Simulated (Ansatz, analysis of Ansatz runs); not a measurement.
## Hyperfine coupling of the [AlO4]0 centre in alpha-quartz (PBE)

Subject: [AlO4]0 centre in alpha-quartz. Wanted: its hyperfine coupling, in one set-up (PBE, 36-site cell, PBE lattice, 420 eV, k: the single point 1/4 1/4 1/4 then 2x2x2 shifted 0.5 0.5 0.5, SCF cut short, started with the impurity moved along one bond). The model is a cell of 36 host atoms with 1 Si taken out and 1 Al put in. The isotropic coupling follows from the spin density at the nucleus, the nuclear g-factor and the total spin.

What was measured. 17O that bears the hole, isotropic, printed as -26.0 G: -72.86 MHz, by EPR (quoted in “Hybrid functional calculations of the Al impurity in α-quartz: Hole localization and electron paramagnetic resonance parameters”, 2011, Roland Gillen and John Robertson, quoting earlier work (1981)). 27Al, isotropic, printed as -5.8 G: -16.25 MHz, by EPR (quoted in “Hybrid functional calculations of the Al impurity in α-quartz: Hole localization and electron paramagnetic resonance parameters”, 2011, Roland Gillen and John Robertson, quoting earlier work (1981)).

Main program and level: Ansatz 0.2.0; plane-wave PAW DFT, PBE; relaxation of all atoms of a defect supercell.

**1. The starting structure**

The cell holds 36 atoms: 11 Si, 24 O and 1 Al. Cell: a = 7.452 Å, b = 7.452 Å, c = 10.037 Å, α = 70.3°, β = 70.3°, γ = 71.4°. It derives from SiO2 (space group P3_221). Nearest the centre at fractional (0.500, 0.500, 0.515): Al24 at 0.09 Å, O29 at 1.61 Å, O36 at 1.61 Å, O7 at 1.65 Å, O14 at 1.77 Å, Si21 at 3.10 Å, Si20 at 3.10 Å, Si1 at 3.13 Å.

The host's primitive cell comes from a first run (plane-wave PAW DFT, PBE; relaxation of the host's cell and atoms): vectors of 5.018, 5.018 and 5.509 Å. That is 13.35 Å³ an atom, 6.1 % over the diffraction cell's volume. The supercell is built on it.

**2. Relaxation, charge 0**

Every later number rests on the structure around the defect, so the atoms are relaxed at the host's lattice first.

relax/input.yaml

```yaml
relax:
  f_tol: 0.02
  max_steps: 80
  random_displacement: { amplitude: 0.01, seed: 631 }
crystal:
  lattice:
    - [-2.50916921, 4.34600856, 5.50897406]
    - [5.01833843, 0.0, 5.50897406]
    - [5.01833843, 8.69201713, 0.0]
  atoms:
    - { symbol: Si, position: [0.095148792, 0.571517875, 0.452425604] }
    - { symbol: Si, position: [0.595148792, 0.071517875, 0.202425604] }
    - { symbol: Si, position: [0.404851208, 0.928482125, 0.035758937] }
    - { symbol: Si, position: [0.904851208, 0.428482125, 0.285758937] }
    - { symbol: Si, position: [0.0, 0.0, 0.261815458] }
    - { symbol: Si, position: [0.5, 0.5, 0.011815458] }
    - { symbol: O, position: [0.317998507, 0.476285376, 0.469060751] }
    - { symbol: O, position: [0.817998507, 0.976285376, 0.219060751] }
    - { symbol: O, position: [0.437678714, 0.023271836, 0.360304077] }
    - { symbol: O, position: [0.937678714, 0.523271836, 0.110304077] }
    - { symbol: O, position: [0.435748604, 0.691868613, 0.074922259] }
    - { symbol: O, position: [0.935748604, 0.191868613, 0.324922259] }
    - { symbol: O, position: [0.182001493, 0.023714624, 0.116202693] }
    - { symbol: O, position: [0.69514848, 0.526232986, 0.35537242] }
    - { symbol: O, position: [0.062321286, 0.476728164, 0.340779352] }
    - { symbol: O, position: [0.562321286, 0.976728164, 0.090779352] }
    - { symbol: O, position: [0.064251396, 0.808131387, 0.388730867] }
    - { symbol: O, position: [0.564251396, 0.308131387, 0.138730867] }
    - { symbol: Si, position: [0.095148792, 0.571517875, 0.952425604] }
    - { symbol: Si, position: [0.595148792, 0.071517875, 0.702425604] }
    - { symbol: Si, position: [0.404851208, 0.928482125, 0.535758937] }
    - { symbol: Si, position: [0.904851208, 0.428482125, 0.785758937] }
    - { symbol: Si, position: [0.0, 0.0, 0.761815458] }
    - { symbol: Al, position: [0.489038791, 0.497909777, 0.520839544] }
    - { symbol: O, position: [0.317998507, 0.476285376, 0.969060751] }
    - { symbol: O, position: [0.817998507, 0.976285376, 0.719060751] }
    - { symbol: O, position: [0.437678714, 0.023271836, 0.860304077] }
    - { symbol: O, position: [0.937678714, 0.523271836, 0.610304077] }
    - { symbol: O, position: [0.435748604, 0.691868613, 0.574922259] }
    - { symbol: O, position: [0.935748604, 0.191868613, 0.824922259] }
    - { symbol: O, position: [0.182001493, 0.023714624, 0.616202693] }
    - { symbol: O, position: [0.682001493, 0.523714624, 0.866202693] }
    - { symbol: O, position: [0.062321286, 0.476728164, 0.840779352] }
    - { symbol: O, position: [0.562321286, 0.976728164, 0.590779352] }
    - { symbol: O, position: [0.064251396, 0.808131387, 0.888730867] }
    - { symbol: O, position: [0.564251396, 0.308131387, 0.638730867] }
basis:
  ecutwfc: 420
  xc_grid: 2
hamiltonian:
  xc: pbe
kpoints:
  mp_grid: { grid: [1, 1, 1], shift: [0.25, 0.25, 0.25] }
magnetization:
  spin_polarized: true
  initial_magnetization: 1
  spin_locking: { lock_magnetization: hard }
scf:
  occupations: { method: fermi_dirac, width: 0.01 }
  max_iter: 5
output:
  forces: true
checkpoint:
  write: "../relax.run"
  compress: false
  write_wavefunctions: true
  write_every: 100000
```

On the command line:

```sh
ansatz run input.yaml --threads 2 --pin off --max-ram 3768MiB --backend cpu --events-out ev --progress --plain --runs-dir out
```

Numbers of over 12 decimals in the logs are rounded to 6 here.

Output:

```text
[... repeated set-up lines and file paths are left out, and long positions are rounded to six places ...]
Engine: ansatz 0.2.0, aarch64-unknown-linux-gnu
Pseudopotentials: kind: paw
Pseudopotential: Si, paw, valence charge 4, recommended cutoff 420 eV (normal), Si.paw.azcp
Pseudopotential: O, paw, valence charge 6, recommended cutoff 420 eV (normal), O.paw.azcp
Pseudopotential: Al, paw, valence charge 3, recommended cutoff 420 eV (normal), Al.paw.azcp
Functional definition: PBE
  parameter kappa = 0.804
  parameter beta = 0.066725
  exchange = pbe_x(kappa = kappa, mu = beta*pi^2/3)
  correlation = pbe_c(beta = beta)
Crystal: 36 atoms, lattice volume = 480.597 Å³
Basis set: ecut = 420 eV, 9403 PW (Γ), exchange–correlation on 100×100×144 points (8 copies of the dense FFT grid, shifted against one another)
Bands: 132, of which v1, the nominal top of the filled ones, is band 96 counted from 1 (95 counted from 0)
Symmetry: 1 space group operations
k-points: 1
Non-local potential: Si, projectors of the file, l = 0: 2, l = 1: 2, l = 2: 2
Non-local potential: O, projectors of the file, l = 0: 2, l = 1: 2, l = 2: 1
Non-local potential: Al, projectors of the file, l = 0: 2, l = 1: 2, l = 2: 1
PAW form: soft (Blöchl's): semilocal exchange-correlation on the pseudo side does not see the compensation charge
PAW one-centre angular grid: Si, 110 points (default); XC on 64 Gauss nodes
PAW one-centre angular grid: O, 110 points (default); XC on 64 Gauss nodes
PAW one-centre angular grid: Al, 110 points (default); XC on 64 Gauss nodes
Initial density: superposition of atomic densities (chi_scale 0.1, normalization cell, long waves kept (reshape's long-wave potential 0.04 eV rms))
Starting moments: Σ|m| = 1 μB on 36 of 36 sites
Initial wavefunctions: pseudopotential atomic-orbital guess
Functional: x = pbe(κ = 0.804, μ = 0.219515), c = pbe(β = 0.066725)
SCF iter   1: F=—  HF=-21207.549696 eV  |F-HF|=—  |Δ(HF+E_count)|=         —  Δρ=6.40e-2 (↑6.40e-2 ↓6.19e-2)  dr2=7.19e1  dr2_m=3.73e-2  M=1.000 μB ∫|m|=1.010 μB  β_m=0.30  ethr=3.10e-3  ⟨swp⟩=7.0  Hψ=1078  notcnv=0  defer=52
preconditioner: auto → Resta (q_TF=auto, 2.339 Å⁻¹)  ε∞=2.8  [insulator: Δε(μ)=0.074 eV  Ē_g=17.679 eV  σ=0.010 eV  W_gap=0.95  n_scr=102 (ndim 8)  ℏωp=23.4 eV  f_vac=0.010  D(μ)=4.76/eV (n_scr^D=18)  ε∞_Penn≈2.8]
spin=Collinear: Resta preconditioning applied to the charge; magnetization (m = ρ↑ − ρ↓) channel mixes plain (no charge-response kernel on spin).
SCF iter   2: F=—  HF=-21190.199878 eV  |F-HF|=—  |Δ(HF+E_count)|=    1.73e1  Δρ=3.13e-2 (↑2.90e-2 ↓3.13e-2)  dr2=1.55e1  dr2_m=2.48e-1  M=1.000 μB ∫|m|=1.046 μB  β_m=0.41  ethr=3.10e-3  ⟨swp⟩=3.0  Hψ=516  notcnv=0  defer=60
SCF iter   3: F=—  HF=-21187.221941 eV  |F-HF|=—  |Δ(HF+E_count)|=    2.98e0  Δρ=2.04e-2 (↑1.43e-2 ↓2.04e-2)  dr2=3.90e0  dr2_m=1.59e-1  M=1.000 μB ∫|m|=1.074 μB  β_m=0.42  ethr=3.10e-3  ⟨swp⟩=1.0  Hψ=682  notcnv=0
SCF iter   4: F=—  HF=-21186.899762 eV  |F-HF|=—  |Δ(HF+E_count)|=   3.22e-1  Δρ=1.38e-2 (↑8.66e-3 ↓1.38e-2)  dr2=1.55e0  dr2_m=1.10e-1  M=1.000 μB ∫|m|=1.073 μB  β_m=0.45  ethr=2.04e-3  ⟨swp⟩=1.0  Hψ=734  notcnv=0
SCF iter   5: F=—  HF=-21186.919656 eV  |F-HF|=—  |Δ(HF+E_count)|=   1.99e-2  Δρ=8.11e-3 (↑4.40e-3 ↓8.11e-3)  dr2=6.11e-1  dr2_m=3.74e-2  M=1.000 μB ∫|m|=1.081 μB  β_m=0.39  ethr=8.13e-4  ⟨swp⟩=1.0  Hψ=646  notcnv=0
Error: did not converge after 5 iterations: dr2 = 6.11e-1 (threshold 1.00e-5), under the density mixer `msr1`, which `scf.mixing.algorithm: auto` chose by the deck's other keys (type `scf.mixing.algorithm: msr1` to keep it); [...]
```

Elapsed: 9.2 s, on 2 threads of Arm Neoverse V1, shared host; peak memory 0.91 GiB.

Residual by cycle:

cycle, log10 residual and a bar from the least value:
```
        1        1.9 ##############################
        2        1.2 ####################
        3        0.6 ############
        4        0.2 ######
        5       -0.2
```

The run stopped without converging, so none of its numbers is a property of the system.

After 5 cycles the residual stands at 0.61. The cap of 5 cycles in the input ended the loop.

The program's message: “Error: did not converge after 5 iterations: dr2 = 6.11e-1 (threshold 1.00e-5), under the density mixer `msr1`, which `scf.mixing.algorithm: auto` chose by the deck's other keys (type `scf.mixing.algor …”

**3. Outcome**

The hyperfine coupling was not obtained, because the step “relaxation, charge 0” did not converge; the cause lies in the set-up: too few SCF iterations.

[Logs are printed without paths, hosts, clocks, repeated set-up lines and the standing remarks that a program may print on its own settings, such as how far it seeks lower states.]

[Hosts, paths, dates, database ids (printed as entryN), source tags and the programs' standing remarks are cut or masked in the printed files.]

[For some hosts the program warned that the k-mesh of the response run may be too coarse for force constants and the static dielectric constant; such warnings are not shown here.]
